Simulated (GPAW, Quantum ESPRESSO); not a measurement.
# Cu L₃ ELNES/XANES of CuSe2 (Pnnm) from DFT, part 2 of 2

What does one-electron theory with a core hole give for the Cu L₃ edge of CuSe2 (Pnnm)?

GPAW 26.7.0; X-ray absorption from dipole matrix elements to empty bands, plane-wave PAW LDA.

So far. Step 2 (The field without a hole): The mesh shows no gap, so the system is treated as a metal and the core electron is put at the Fermi level (neutral cell).

## (4) Spectrum with XCH, Cu atom 5

The holes are 6.3 Å apart. In GPAW the data set carries the hole's charge, so charge=0 means a charged cell and charge=-1 a neutral one. The excited electron is kept in the cell, where it fills the lowest empty states and screens the hole. After the field has converged, empty bands are computed with the density fixed and the dipole matrix elements are summed.

The absorber has 6 Se at 2.56 Å (octahedral, site symmetry 2/m).

Input file xas.py:

```python
import numpy as np
from ase import Atoms
from ase.parallel import parprint, paropen
from gpaw import GPAW, PW, FermiDirac, Mixer, MixerDif, setup_paths
from gpaw.test import gen
setup_paths.insert(0, '.')
gen('Cu', name='fch2p', xcname='LDA', corehole=(2, 1, 1), write_xml=True)
from gpaw.mpi import world
world.barrier()

atoms = Atoms('Se8Cu4',
    cell=[[-5.0252, 0, -3.7447],
     [5.0252, 0, -3.7447],
     [0, -6.1941, -3.7447]],
    scaled_positions=[[0.4658, 0.1493, 0.8849],
     [0.9658, 0.6493, 0.8849],
     [0.0342, 0.3507, 0.1151],
     [0.5342, 0.8507, 0.1151],
     [0.1007, 0.2842, 0.6151],
     [0.6007, 0.7842, 0.6151],
     [0.8993, 0.7158, 0.3849],
     [0.3993, 0.2158, 0.3849],
     [0.75, 0.25, 0.5],
     [0.25, 0.75, 0.5],
     [0, 0, 0],
     [0.5, 0.5, 0]],
    pbc=True)
atoms.calc = calc = GPAW(legacy_gpaw=True, mode=PW(500, force_complex_dtype=True), xc='LDA', setups={8: 'fch2p'},
    kpts={'size': (3, 3, 3), 'gamma': True}, occupations=FermiDirac(0.1),
    charge=-1, mixer=Mixer(0.1, 5, 50), maxiter=150,
    convergence={'density': 0.0001, 'eigenstates': 1e-6}, txt='scf.txt')
energy = atoms.get_potential_energy() + calc.get_reference_energy()
ef = calc.get_fermi_level()
out = dict(energy=energy, fermi=ef, forces=atoms.get_forces().tolist())
parprint(f'all-electron energy {energy:.4f} eV, Fermi level {ef:.4f} eV')
ev = np.array([[calc.get_eigenvalues(k, s) for k in range(len(calc.get_ibz_k_points()))] for s in range(calc.get_number_of_spins())])
out['homo'], out['lumo'], out['counts'] = ev[ev < ef].max(), ev[ev > ef].min(), sorted(set((ev < ef).sum((0, 2)).tolist()))
out['filled'] = (ev[:, 0] < ef).sum(1).tolist()

from ase.units import Ha
from gpaw.xas import dipole_matrix_elements
nb = int(calc.get_number_of_electrons() / 2) + 141
top, nb = nb, nb + 8 + nb // 12
nscf = calc.fixed_density(kpts={'size': (4, 4, 4), 'gamma': True}, nbands=nb,
    convergence={'bands': top, 'eigenstates': 1e-5}, maxiter=60, txt='nscf.txt')
cell = atoms.cell.array
ops = [cell.T @ U.T @ np.linalg.inv(cell.T) for U in nscf.wfs.kd.symmetry.op_scc]
E = np.arange(-6, 34, 0.1)
fwhm = np.interp(E, [4, 25], [0.9, 3.5])
Y, X, zero, highest = 0, 0, 1e9, 1e9
for spin in range(nscf.get_number_of_spins()):
    wfs = nscf.wfs
    A = dipole_matrix_elements(wfs.setups[8])
    eps = np.zeros((wfs.kd.nibzkpts, nb))
    d = np.zeros((3, A.shape[1], wfs.kd.nibzkpts, nb), complex)
    for kpt in wfs.kpt_u:
        if kpt.s == spin and 8 in kpt.P_ani:
            eps[kpt.k] = kpt.eps_n * Ha
            d[:, :, kpt.k] = (kpt.weight * wfs.nspins / 2) ** 0.5 * np.inner(A, kpt.P_ani[8])
    world.sum(eps)
    world.sum(d)
    T = np.einsum('amkn,bmkn->abkn', d, d.conj()).real
    T = sum(np.einsum('ai,ijkn,bj->abkn', R, T, R) for R in ops) / len(ops)
    empty = eps > ef
    zero, highest = min(zero, eps[empty].min()), min(highest, eps[:, top - 1].min())
    lines = [(eps, T, empty)] if spin == 0 else lines + [(eps, T, empty)]
for eps, T, empty in lines:
    f = np.einsum('aakn->akn', T).reshape(3, -1)
    x = eps.ravel() - zero
    w = np.interp(x, E, fwhm) / 2.35482
    g = np.exp(-0.5 * ((E[:, None] - x) / w) ** 2) / (w * (2 * np.pi) ** 0.5)
    Y = Y + (f * empty.ravel()) @ g.T
    X = X + (f * ~empty.ravel()) @ g.T
out.update(E=E.round(2).tolist(), xas=Y.tolist(), xes=X.tolist(), zero=zero, valid=highest - zero, nk=len(eps), nb=nb)
for i in range(0, len(E), 10):
    parprint(f'{E[i]:7.2f}', *(f'{v:10.3e}' for v in Y[:, i]))
import json
with paropen('out.json', 'w') as f:
    json.dump(out, f)
```

Started as:

```console
OMP_NUM_THREADS=1 mpirun -n 4 gpaw python xas.py
```

Numbers of over 12 decimals in the logs are rounded to 6 here.

What it wrote:

```text
Input parameters:
  charge: -1
  convergence: {density: 0.0001,
                eigenstates: 1e-06}
  kpts: {gamma: True,
         size: (3, 3, 3)}
  maxiter: 150
  mixer: {backend: pulay,
          beta: 0.1,
          method: separate,
          nmaxold: 5,
          weight: 50}
  mode: {ecut: 500.0,
         force_complex_dtype: True,
         name: pw}
  occupations: {fixmagmom: False,
                name: fermi-dirac,
                width: 0.1}
  setups: {8: fch2p}

Initialize ...

[... PAW data sets ...]

Reference energy: -706996.725410  # eV

Spin-paired calculation

[... convergence settings ...]
Symmetries present (total): 2
  [... symmetry matrices ...]

27 k-points: 3 x 3 x 3 Monkhorst-Pack grid
10 k-points in the irreducible part of the Brillouin zone
       k-points in crystal coordinates                weights
   0:     0.00000000    0.00000000    0.00000000          1/27
   1:     0.00000000    0.00000000    0.33333333          2/27
   2:     0.33333333   -0.33333333   -0.33333333          2/27
   3:     0.33333333   -0.33333333    0.00000000          2/27
   4:     0.33333333   -0.33333333    0.33333333          2/27
   5:     0.33333333    0.00000000   -0.33333333          4/27
   6:     0.33333333    0.00000000    0.00000000          4/27
   7:     0.33333333    0.00000000    0.33333333          4/27
   8:     0.33333333    0.33333333    0.00000000          4/27
   9:     0.33333333    0.33333333    0.33333333          2/27

Wave functions: Plane wave expansion
  Cutoff energy: 500.000 eV
  Number of coefficients (min, max): 5898, 5953
  Pulay-stress correction: 0.000000 eV/Ang^3 (de/decut=0.000000)
  Using FFTW library
  Wavefunction extrapolation:
    Improved wavefunction reuse through dual PAW basis

Occupation numbers: Fermi-Dirac:
  width: 0.1000  # eV

Eigensolver
   Davidson(niter=2)

Densities:
  Coarse grid: 40*40*40 grid
  Fine grid: 80*80*80 grid
  Total Charge: 0.000000

Density mixing:
  Method: separate
  Backend: pulay
  Linear mixing parameter: 0.1
  old densities: 5
  Width of damping distribution: 1.1
  Damping of long wavelength oscillations: 50

[... Hamiltonian set-up ...]
Number of atoms: 12
Number of atomic orbitals: 68
Number of bands in calculation: 60
Number of valence electrons: 93
Bands to converge: occupied

... initialized

Initializing position-dependent things.

Density initialized from atomic densities
Creating initial wave functions:
  60 bands from LCAO basis set

                 Cu

                    Se

                 Cu

             Se
                 Se Se
         Cu          Cu

         Se  Se
                 Se

         Se

Atomic positions and initial magnetic moments

Positions:
   0 Se    -1.590476   -5.481159   -5.617050    ( 0.0000,  0.0000,  0.0000)
   1 Se    -1.590476   -5.481159   -9.361750    ( 0.0000,  0.0000,  0.0000)
   2 Se     1.590476   -0.712941   -1.872350    ( 0.0000,  0.0000,  0.0000)
   3 Se     1.590476   -0.712941   -5.617050    ( 0.0000,  0.0000,  0.0000)
   4 Se     0.922124   -3.809991   -3.744700    ( 0.0000,  0.0000,  0.0000)
   5 Se     0.922124   -3.809991   -7.489400    ( 0.0000,  0.0000,  0.0000)
   6 Se    -0.922124   -2.384109   -7.489400    ( 0.0000,  0.0000,  0.0000)
   7 Se    -0.922124   -2.384109   -3.744700    ( 0.0000,  0.0000,  0.0000)
   8 Cu    -2.512600   -3.097050   -5.617050    ( 0.0000,  0.0000,  0.0000)
   9 Cu     2.512600   -3.097050   -5.617050    ( 0.0000,  0.0000,  0.0000)
  10 Cu     0.000000    0.000000    0.000000    ( 0.0000,  0.0000,  0.0000)
  11 Cu     0.000000    0.000000   -3.744700    ( 0.0000,  0.0000,  0.0000)

Unit cell:
           periodic     x           y           z      points  spacing
  1. axis:    yes   -5.025200    0.000000   -3.744700    40     0.1351
  2. axis:    yes    5.025200    0.000000   -3.744700    40     0.1351
  3. axis:    yes    0.000000   -6.194100   -3.744700    40     0.1549

  Lengths:   6.267010   6.267010   7.238070
  Angles:   71.992773  71.992773 106.614201

Effective grid spacing dv^(1/3) = 0.1539

iter:   1   -69.094643
iter:   2   -62.132186   -0.76  -1.14
iter:   3   -61.440101   -1.59  -1.28
iter:   4   -60.936533   -1.91  -1.36
iter:   5   -60.763181   -2.59  -1.55
iter:   6   -60.702301   -2.35  -1.74
iter:   7   -60.679449   -3.59  -2.12
iter:   8   -60.673172c  -3.08  -2.30
iter:   9   -60.665408c  -3.64  -2.69
iter:  10   -60.664954c  -4.77  -2.93
iter:  11   -60.664830c  -5.39  -3.05
iter:  12   -60.664719c  -5.39  -3.13
iter:  13   -60.664691c  -5.83  -3.42
iter:  14   -60.664692c  -6.20c -3.75
iter:  15   -60.664682c  -6.94c -3.97
iter:  16   -60.664682c  -7.51c -4.11c

Converged after 16 iterations.

Dipole moment: (-0.424576, -0.000000, 0.010757) |e|*Ang

Energy contributions relative to reference atoms: (reference = -706996.725410)

Kinetic:        +35.977542
Potential:      -40.754603
External:        +0.000000
XC:             -55.759143
Entropy (-ST):   -0.159371
Local:           -0.048793
SIC:             +0.000000
--------------------------
Free energy:    -60.744368
Extrapolated:   -60.664682

Showing only first 2 kpts
 Kpt  Band  Eigenvalues  Occupancy
  0    44      6.48113    1.63317
  0    45      7.22346    0.00530
  0    46      7.29068    0.00271
  0    47      7.52470    0.00026

  1    44      6.97370    0.06260
  1    45      7.26168    0.00362
  1    46      7.40657    0.00085
[...]
Fermi level: 6.63047

No gap
No difference between direct/indirect transitions

Forces in eV/Ang:
  0 Se    0.59840   -0.28906   -0.00000
  1 Se    0.43616    0.25847   -0.00000
  2 Se   -0.59840    0.28906   -0.00000
  3 Se   -0.43616   -0.25847   -0.00000
  4 Se    0.16053   -0.41403   -0.45877
  5 Se    0.16053   -0.41403    0.45877
  6 Se   -0.16053    0.41403   -0.45877
  7 Se   -0.16053    0.41403    0.45877
  8 Cu    0.00000    0.00000    0.00000
  9 Cu    0.00000    0.00000   -0.00000
 10 Cu    0.00000    0.00000    0.06955
 11 Cu    0.00000    0.00000   -0.06955
Scalar-relativistic atomic LDA calculation for Cu (Copper, Z=29)
Core hole in 2p state (2p occupation: 5.0)
600 radial gridpoints.
|------------------------------------------------|
|------------------------------------------------|
[... the atom generator's iteration count ...]

Energy contributions:
-------------------------
Kinetic:    +1640.311253
XC:           -62.688297
Potential:  -3194.815300
-------------------------
Total:      -1617.192344

state      eigenvalue         ekin         rmax
-----------------------------------------------
1s^2.0 :  -327.887872   419.015715        0.034
2s^2.0 :   -40.875842    80.610754        0.196
2p^5.0 :   -35.850230    78.783549        0.156
3s^2.0 :    -4.837235    18.064180        0.603
3p^6.0 :    -3.291784    16.096345        0.603
3d^10.0:    -0.764508    11.268634        0.562
4s^1.0 :    -0.509468     1.747802        2.031
4p^0.0 :    -0.289416     1.044288        2.563
-----------------------------------------------
(units: Bohr and Hartree)

Generating PAW setup
Kinetic energy of the core from tauc = 1540.684163694952
Cutoffs:
rc(s)=2.200
rc(p)=2.200
rc(d)=2.000
rc(vbar)=1.800
rc(comp)=2.000
rc(nct)=2.200

Kinetic energy of the core states: 1525.877113
Charge: 1.0
Core electrons: 17.0
Valence electrons: 11.0
Pseudo-core charge: 0.302674
Shape function alpha=2.500
Pseudo-electron charge 3.287157
state    eigenvalue         norm
--------------------------------
4s(1) :    -0.509468     1.103558
*s    :     0.490532
4p(0) :    -0.289416     1.010597
*p    :     0.710584
3d(10):    -0.764508     0.188093
*d    :     0.235492
--------------------------------

Diagonalizing with gridspacing h=0.050

state   all-electron     PAW
-------------------------------
4s:      -0.509468    -0.509609
4p:      -0.289416    -0.289516
3d:      -0.764508    -0.764965
*f:                   -0.018941
-------------------------------
<dir> UserWarning: Initial realspace grid (35,35,40) inconsistent with symmetries.
  warnings.warn(
<dir> UserWarning: Using symmetrized grid: (40,40,40).

  warnings.warn('Using symmetrized grid: ({},{},{}).\n'.format(*N_c))
<dir> UserWarning: Initial realspace grid (35,35,40) inconsistent with symmetries.
  warnings.warn(
<dir> UserWarning: Using symmetrized grid: (40,40,40).

  warnings.warn('Using symmetrized grid: ({},{},{}).\n'.format(*N_c))
<dir> UserWarning: Initial realspace grid (35,35,40) inconsistent with symmetries.
  warnings.warn(
<dir> UserWarning: Using symmetrized grid: (40,40,40).

  warnings.warn('Using symmetrized grid: ({},{},{}).\n'.format(*N_c))
<dir> UserWarning: Initial realspace grid (35,35,40) inconsistent with symmetries.
  warnings.warn(
<dir> UserWarning: Using symmetrized grid: (40,40,40).

  warnings.warn('Using symmetrized grid: ({},{},{}).\n'.format(*N_c))
all-electron energy -707057.3901 eV, Fermi level 6.6305 eV
[...]
31.00  6.155e-05  6.251e-05  6.088e-05
  32.00  6.107e-05  6.241e-05  6.013e-05
  33.00  5.923e-05  6.067e-05  5.838e-05
```

The job ended after 4.6 min (4 MPI ranks of Arm Neoverse V1, shared host; peak memory 0.54 GiB).

The Cu L₃ spectrum, Cu atom 5, excited-electron core hole (neutral cell) (energy from the lowest empty level; intensity scaled to a mean of 1 over the first 20 eV; polarised curves are means over the symmetry-equivalent atoms):

| E (eV) | isotropic | ε ∥ x | ε ∥ y | ε ∥ z |
| --- | --- | --- | --- | --- |
| -2.00 | 0.00 | 0.00 | 0.00 | 0.00 |
| -1.25 | 0.00 | 0.00 | 0.00 | 0.00 |
| -0.50 | 0.10 | 0.08 | 0.10 | 0.12 |
| 0.25 | 0.60 | 0.49 | 0.60 | 0.71 |
| 1.00 | 0.46 | 0.43 | 0.47 | 0.47 |
| 1.75 | 0.87 | 0.86 | 0.92 | 0.82 |
| 2.50 | 0.34 | 0.29 | 0.35 | 0.37 |
| 3.25 | 0.43 | 0.40 | 0.45 | 0.44 |
| 4.00 | 0.62 | 0.73 | 0.64 | 0.49 |
| 4.75 | 0.54 | 0.59 | 0.53 | 0.50 |
| 5.50 | 0.53 | 0.53 | 0.55 | 0.51 |
| 6.25 | 0.78 | 0.77 | 0.80 | 0.76 |
| 7.00 | 1.03 | 0.98 | 1.06 | 1.05 |
| 7.75 | 1.07 | 1.07 | 1.07 | 1.07 |
| 8.50 | 1.10 | 1.12 | 1.08 | 1.10 |
| 9.25 | 1.03 | 1.02 | 1.04 | 1.04 |
| 10.00 | 0.99 | 0.96 | 0.98 | 1.03 |
| 10.75 | 0.96 | 0.91 | 0.90 | 1.06 |
| 11.50 | 0.95 | 0.93 | 0.88 | 1.03 |
| 12.25 | 1.01 | 1.05 | 0.94 | 1.04 |
| 13.00 | 1.10 | 1.15 | 1.05 | 1.10 |
| 13.75 | 1.17 | 1.20 | 1.15 | 1.15 |
| 14.50 | 1.21 | 1.23 | 1.22 | 1.18 |
| 15.25 | 1.28 | 1.30 | 1.32 | 1.23 |
| 16.00 | 1.39 | 1.38 | 1.45 | 1.35 |
| 16.75 | 1.49 | 1.45 | 1.56 | 1.46 |
| 17.50 | 1.53 | 1.49 | 1.61 | 1.50 |
| 18.25 | 1.52 | 1.50 | 1.59 | 1.48 |
| 19.00 | 1.51 | 1.51 | 1.55 | 1.46 |
| 19.75 | 1.51 | 1.52 | 1.52 | 1.47 |
| 20.50 | 1.51 | 1.52 | 1.50 | 1.50 |
| 21.25 | 1.51 | 1.52 | 1.49 | 1.53 |
| 22.00 | 1.52 | 1.51 | 1.48 | 1.55 |
| 22.75 | 1.52 | 1.52 | 1.48 | 1.56 |
| 23.50 | 1.51 | 1.52 | 1.47 | 1.55 |
| 24.25 | 1.51 | 1.52 | 1.47 | 1.54 |
| 25.00 | 1.52 | 1.53 | 1.49 | 1.55 |
| 25.75 | 1.54 | 1.54 | 1.51 | 1.57 |
| 26.50 | 1.55 | 1.54 | 1.53 | 1.58 |
| 27.25 | 1.53 | 1.52 | 1.52 | 1.55 |
| 28.00 | 1.50 | 1.48 | 1.51 | 1.51 |
| 28.75 | 1.49 | 1.47 | 1.50 | 1.49 |
| 29.50 | 1.50 | 1.49 | 1.51 | 1.50 |
| 30.25 | 1.52 | 1.52 | 1.54 | 1.51 |
| 31.00 | 1.54 | 1.54 | 1.57 | 1.53 |

Main maxima below 30 eV (height): 0.4 eV (0.61), 1.8 eV (0.87), 4.1 eV (0.62), 8.3 eV (1.10), 17.6 eV (1.53) and 26.3 eV (1.55). At an L edge the dipole rule selects empty d and s states; the absorber's d shell is nominally full, so the onset shows only d character mixed into the empty bands.

The total-energy difference is 937.37 eV. Two terms are added: -2.03 eV, since the hole is spin-paired here and a spin-polarised one costs that much less in the free atom (computed apart); −6.53 eV, a third of the tabulated L₂–L₃ splitting, since the scalar-relativistic hole is their mean. The photon energy is then 928.81 eV. The tabulated edge of the element is 932.7 eV. The functional leaves an error of a few eV in such absolute values.

## (5) Runs not followed above

These runs aren't followed: redraws of a spectrum that repeat one shown, runs with a planted fault or a state judged unsound, or a program's part that gave no sound spectrum.

| program | step | status | elapsed |
| --- | --- | --- | --- |
| Quantum ESPRESSO | ground state | converged | 48 s |
| Quantum ESPRESSO | no core hole | timeout | 9.4 min |
| Quantum ESPRESSO | supercell ground state | converged | 3 min |
| Quantum ESPRESSO | core-hole potential | converged | 0.74 s |
| Quantum ESPRESSO | supercell with XCH | converged | 3.9 min |
| Quantum ESPRESSO | spectrum with XCH | timeout | 13 min |
| Quantum ESPRESSO | supercell with XCH | converged | 4.3 min |
| Quantum ESPRESSO | edge energy | converged | 0 s |

## (6) Summary of results

```yaml
absorber_and_edge: Cu L₃, atom 5 of the ground-state input (counted from 1)
surroundings: 6 Se at 2.56 Å (octahedral, site symmetry 2/m)
highest_intensity_below_24_ev: 17.6 eV above the zero, height 1.53
photon_energy_of_the_zero_with_the_added_terms: 928.8 eV (raw 937.4 eV; uncertain by a few eV)
```

The Cu L₃ edge of atom 5, with 6 Se at 2.56 Å (octahedral, site symmetry 2/m), has its highest intensity of the first 24 eV at 17.6 eV above the zero, near 946 eV in photon energy (uncertain by a few eV), 1.5 times the mean level of the first 20 eV (Gaussian full width 0.9 eV up to 4 eV, rising linearly to 3.5 eV at 25 eV). The same cell was also set up in Quantum ESPRESSO; that part failed, was judged unsound or used a data set known to give false states; its runs are listed without their results. 1 further run of this session is left out of this account as redundant. Only the L₃ part is meant: spin–orbit coupling of the core level isn't computed and the L₂ copy isn't added. The unit cell's mesh shows no gap over 0.35 eV. That is right for a metallic compound; for a small-gap or correlated insulator it would be the fault of the functional or of the assumed magnetic order, and the hole would be screened too well. The holes are only 6.3 Å apart, so the shape is probably not converged with cell size; no larger cell was run here. The mesh is coarse (0.29 Å⁻¹ between points), so small maxima may be mesh ripples. Lifetime broadening is put in by hand, and intensities beyond about 20 eV depend on it and on the partial waves. The structure is a published determination, not relaxed.

[Banner, clock and machine lines of the logs are left out without a mark of their own.]

[Logs are printed without paths, hosts, clocks, repeated set-up lines and the standing remarks that a program may print on its own settings, such as how far it seeks lower states.]

[Hosts, paths, dates, database ids (printed as entryN), source tags and the programs' standing remarks are cut or masked in the printed files.]

[Lists of maxima count a maximum above −3 eV only where it reaches 4 % of the highest in the window and stands out from its surroundings by 2 % of it (1.5 % where it reaches 55 %); shoulders and weaker maxima are passed over, and of the rest the first, up to two pre-edge ones and the few strongest are named.]
